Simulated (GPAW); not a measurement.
# Dielectric function and optical constants of TiPt3, part 2 of 2

Aim: the dielectric function of TiPt3, and the optical constants that follow from it. The cell comes from an older database entry, whose edges can differ from later determinations, mostly by under a per cent.

GPAW 26.7.0; DFT, PBE, plane-wave PAW (GPAW data sets), scalar-relativistic, RPA, optical limit.

So far. Step 2 (Ground state): There are states at the Fermi level within the smearing, so the occupations stay smeared and the carriers get a Drude term.

The database entry behind the starting cell is an old determination (1943), so it need not match the best structure at ambient conditions.

### Step 4. Dielectric function, RPA

Local fields let the induced charge screen the field inside the cell, which as a rule lowers ε, most along directions where the density is uneven.

This step: DFT, PBE, plane-wave PAW (GPAW data sets), scalar-relativistic, RPA, optical limit (GPAW 26.7.0).

Input file df.py:

```python
from gpaw.response.df import DielectricFunction

df = DielectricFunction('full.gpw', frequencies={'type': 'nonlinear', 'domega0': 0.03, 'omega2': 8},
                        ecut=50,
                        eta=0.15,
                        nbands=59,
                        rate=0.05,
                        txt='df.txt')
for direction in ['x']:
    df.get_dielectric_function(xc='RPA', direction=direction, filename=f'df_{direction}.csv')
```

The run is started by

```console
OMP_NUM_THREADS=1 python df.py
```

Numbers of over 12 decimals in the logs are rounded to 6 here.

Log:

```text
Using integrator: PointIntegrator
NonLinearFrequencyDescriptor(from 0.000 to 89.005 eV, 530 points)
Nonperiodic BCs:  [False False False]
Using integrator: PointIntegrator
NonLinearFrequencyDescriptor(from 0.000 to 89.005 eV, 530 points)
Nonperiodic BCs:  [False False False]
Using integrator: PointIntegrator

Calculating chi0 body with:
    Ground state adapter containing:
    Number of spins: 1
    Number of kpoints: 1331
    Number of irreducible kpoints: 56
    Number of completely occupied states: 25
    Number of partially occupied states: 34

    Linear response parametrization:
    q_c: [0.0, 0.0, 0.0]
    Number of frequency points: 530
    Planewave cutoff: 50.0
    Number of bands: 59
    Number of planewaves: 57
    Broadening (eta): 0.15

Integrating chi0 body.

Symmetries of q_c:
    Direct symmetries (Uq -> q): 48
    Indirect symmetries (TUq -> q): 0
In total 48 allowed symmetries.

56 groups of equivalent kpoints. 95.792637% reduction.

Integral kind: spectral function

Calculating chi0 optical extensions with:
    Ground state adapter containing:
    Number of spins: 1
    Number of kpoints: 1331
    Number of irreducible kpoints: 56
    Number of completely occupied states: 25
    Number of partially occupied states: 34

    Linear response parametrization:
    Number of frequency points: 530
    Planewave cutoff: 50.0
    Number of bands: 59
    Number of planewaves: 57
    Broadening (eta): 0.15
Integrating chi0 head and wings.

Symmetries of q_c:
    Direct symmetries (Uq -> q): 48
    Indirect symmetries (TUq -> q): 0
In total 48 allowed symmetries.

56 groups of equivalent kpoints. 95.792637% reduction.

Integral kind: spectral function wings

Calculating drude chi0 with:
    Number of frequency points:530
    Plasma frequency decay rate: 0.05 eV

    Ground state adapter containing:
    Number of spins: 1
    Number of kpoints: 1331
    Number of irreducible kpoints: 56
    Number of completely occupied states: 25
    Number of partially occupied states: 34

Symmetries of q_c:
    Direct symmetries (Uq -> q): 48
    Indirect symmetries (TUq -> q): 0
In total 48 allowed symmetries.

56 groups of equivalent kpoints. 95.792637% reduction.

Integral kind: intraband
Plasma frequency:
[[1.9+0.j 0. +0.j 0. +0.j]
 [0. +0.j 1.9+0.j 0. +0.j]
 [0. +0.j 0. +0.j 1.9+0.j]]
```

Wall time 36 s (1 thread of Arm Neoverse V1, shared host); peak memory 0.33 GiB.

Some rows of df_x.csv (energy; Re and Im without local fields; Re and Im with them):

```text
0.000000, 1530.860949, 0.000000, 1530.510405, 0.000000
0.460735, 27.800879, 25.496774, 27.415197, 25.470666
0.943989, 29.246158, 29.066596, 28.871422, 28.989202
1.451455, 24.557209, 25.228215, 24.101827, 25.125994
1.984998, 13.502733, 34.360799, 13.050359, 34.029371
2.546682, 2.864824, 36.386759, 2.492557, 35.838977
3.138794, -7.761322, 21.501326, -7.628151, 21.077952
3.763875, -7.942182, 13.536683, -7.843764, 13.230038
4.424758, -5.976778, 8.431902, -5.813353, 8.293493
5.124608, -3.745498, 6.510279, -3.614486, 6.451252
5.866977, -2.562039, 5.330509, -2.517639, 5.341329
6.655862, -1.453011, 4.643410, -1.401437, 4.624155
7.495775, -1.080430, 4.416140, -1.076685, 4.426266
8.391833, -0.950620, 3.971502, -0.956671, 4.034667
9.349861, -0.868740, 3.709011, -0.920860, 3.732422
10.376517, -1.243515, 2.544726, -1.360998, 2.584153
11.479449, -0.457455, 2.058603, -0.603970, 2.029171
12.667487, -0.070754, 2.112597, -0.202171, 1.994823
13.950874, -0.065438, 1.726429, -0.157497, 1.606807
```

Sum at mesh points, not converged in k. The Im ε, E ∥ x by photon energy; read off at these points:

```tsv
photon energy (eV)	Im ε, E ∥ x
0.50	25.6
1.00	29.3
1.50	25.9
1.88	36.0
2.00	33.8
2.50	36.2
3.00	24.2
3.50	17.0
4.00	11.5
4.50	7.93
5.00	6.70
5.50	5.43
6.00	5.07
6.50	4.56
7.00	4.40
7.50	4.42
8.00	3.84
8.50	4.03
9.00	3.23
9.50	3.52
10.00	2.87
10.50	2.32
11.00	2.05
11.50	2.01
12.00	1.91
12.50	1.82
13.00	1.70
13.50	1.68
```

Values under 1 per cm are given as 1; sum at mesh points, not converged in k. Absorption coefficient, E ∥ x against photon energy:

```tsv
photon energy (eV)	absorption coefficient, E ∥ x (1/cm)
0.492	1.1e5
1.010	2.6e5
1.486	3.5e5
1.985	6.9e5
2.508	1.0e6
3.018	1.3e6
3.510	1.3e6
3.980	1.3e6
4.516	1.2e6
4.981	1.2e6
5.515	1.2e6
6.021	1.2e6
6.494	1.2e6
6.985	1.2e6
7.496	1.3e6
8.026	1.3e6
8.516	1.4e6
9.023	1.3e6
9.483	1.5e6
10.026	1.5e6
10.519	1.5e6
11.029	1.4e6
11.479	1.4e6
12.023	1.3e6
12.504	1.2e6
13.000	1.3e6
13.512	1.3e6
```

Sum at mesh points, not converged in k. Table of Im ε, E ∥ x by photon energy; read off at these points:

```tsv
photon energy (eV)	without local fields	with local fields
0.50	25.6	25.6
1.00	29.3	29.3
1.50	26.0	25.9
1.88	36.3	36.0
2.00	34.1	33.8
2.50	36.8	36.2
3.00	24.7	24.2
3.50	17.3	17.0
4.00	11.8	11.5
4.50	8.07	7.93
5.00	6.76	6.70
5.50	5.44	5.43
6.00	5.07	5.07
6.50	4.58	4.56
7.00	4.39	4.40
7.50	4.41	4.42
8.00	3.83	3.84
8.50	3.97	4.03
9.00	3.20	3.23
9.50	3.50	3.52
10.00	2.83	2.87
10.50	2.30	2.32
11.00	2.04	2.05
11.50	2.04	2.01
12.00	1.96	1.91
12.50	1.93	1.82
13.00	1.82	1.70
13.50	1.79	1.68
```

Sum at mesh points, not converged in k. Reflectivity at normal incidence, E ∥ x against photon energy; read off at these points:

photon energy (eV), reflectivity at normal incidence, E ∥ x (%) and a bar from the least value:
```
    0.500       54.6 #######################
    0.750       55.3 ########################
    1.000       55.9 ########################
    1.250       54.2 #######################
    1.500       54.0 #######################
    1.750       57.3 #########################
    2.000       57.9 ##########################
    2.250       57.7 #########################
    2.500       61.2 ############################
    2.750       63.9 ##############################
    2.898       64.6 ##############################
    3.000       64.1 ##############################
    3.250       61.6 ############################
    3.500       63.3 #############################
    3.750       61.8 ############################
    4.000       60.9 ############################
    4.250       59.9 ###########################
    4.500       57.2 #########################
    4.750       53.4 #######################
    5.000       52.0 ######################
    5.250       50.2 ####################
    5.500       46.8 ##################
    5.750       45.3 #################
    6.000       44.7 #################
    6.250       41.6 ###############
    6.500       38.2 ############
    6.750       38.2 ############
    7.000       35.8 ###########
    7.250       35.0 ##########
    7.500       35.6 ###########
    7.750       36.0 ###########
    8.000       34.7 ##########
    8.250       33.5 #########
    8.500       35.7 ###########
    8.641       36.7 ###########
    8.750       35.9 ###########
    9.000       32.4 #########
    9.250       31.3 ########
    9.500       36.0 ###########
    9.750       36.1 ###########
   10.000       34.2 ##########
   10.250       36.2 ###########
   10.376       37.9 ############
   10.500       37.1 ############
   10.750       32.2 ########
   11.000       32.2 ########
   11.250       28.2 ######
   11.500       28.4 ######
   11.750       25.8 ####
   12.000       26.1 ####
   12.250       24.7 ###
   12.500       20.7 #
   12.750       24.0 ###
   12.916       24.8 ###
   13.000       24.2 ###
   13.250       21.3 #
   13.500       19.5 
   13.750       20.8 #
```

Sum at mesh points, not converged in k. The loss function −Im 1/ε at q → 0, E ∥ x by energy loss; read off at these points:

```tsv
energy loss (eV)	loss function −Im 1/ε at q → 0, E ∥ x
0.500	0.0174
0.750	0.0152
1.000	0.0184
1.250	0.0213
1.500	0.0199
1.750	0.0206
2.000	0.0259
2.250	0.0273
2.500	0.0272
2.750	0.0297
3.000	0.0367
3.250	0.0436
3.500	0.0461
3.750	0.0554
4.000	0.0618
4.250	0.0716
4.500	0.0859
4.750	0.102
5.000	0.111
5.250	0.122
5.500	0.146
5.750	0.148
6.000	0.161
6.250	0.185
6.500	0.200
6.750	0.201
7.000	0.214
7.250	0.221
7.500	0.213
7.750	0.223
8.000	0.242
8.250	0.239
8.500	0.229
8.750	0.254
9.000	0.288
9.250	0.268
9.500	0.252
9.750	0.279
10.000	0.305
10.250	0.293
10.500	0.335
10.750	0.392
11.000	0.416
11.250	0.455
11.500	0.456
11.750	0.502
12.000	0.496
12.250	0.549
12.342	0.573
12.500	0.548
12.750	0.496
13.000	0.566
13.250	0.609
13.339	0.617
13.500	0.595
13.750	0.584
```

At chosen wavelengths:

```tsv
wavelength (nm)	n	k	R (%)	1/α
1550	6.05	2.212	55.7	56 nm
1064	5.50	2.498	54.6	34 nm
800	5.63	2.434	54.8	26 nm
633	5.04	3.433	58.2	15 nm
405	2.80	4.020	63.4	8.0 nm
308	1.76	3.222	60.9	7.6 nm
248	1.38	2.421	52.0	8.2 nm
```

A polished face would reflect 58 % of daylight and look light grey (CIE x = 0.305, y = 0.319 under D65).

### Step 5. Outcome

At this level (PBE, RPA) TiPt3 is a metal. The mesh is too coarse to trust the carriers' weight, the reflectivity or the colour to better than tens of per cent. A polished face would reflect 58 % of daylight and look light grey (CIE x = 0.305, y = 0.319 under D65). The carriers' damping of 0.05 eV is typed, not computed; it shapes the response at the lowest energies. Spin-orbit coupling is left out although heavy atoms are present. In this version of GPAW the matrix elements of the optical limit are incomplete, which can lower ε − 1 by up to a tenth where first-row anions or d states rule, and shift it by more in d metals. GPAW's carrier term has the form −ωp²/(ω + i·rate)², which damps like twice the rate and fails at low energy, so the curves leave the lowest energies out. The sum runs over mesh points 0.15 Å⁻¹ apart with no interpolation, so peaks are partly noise of the mesh, and the Drude plasma energy, a sum over the Fermi surface, isn't converged.

[Machine, clock and banner lines and Python warnings are left out of the logs.]

[Logs are printed without paths, hosts, clocks, repeated set-up lines and the standing remarks that a program may print on its own settings, such as how far it seeks lower states.]

[Hosts, paths, dates, database ids (printed as entryN), source tags and the programs' standing remarks are cut or masked in the printed files.]
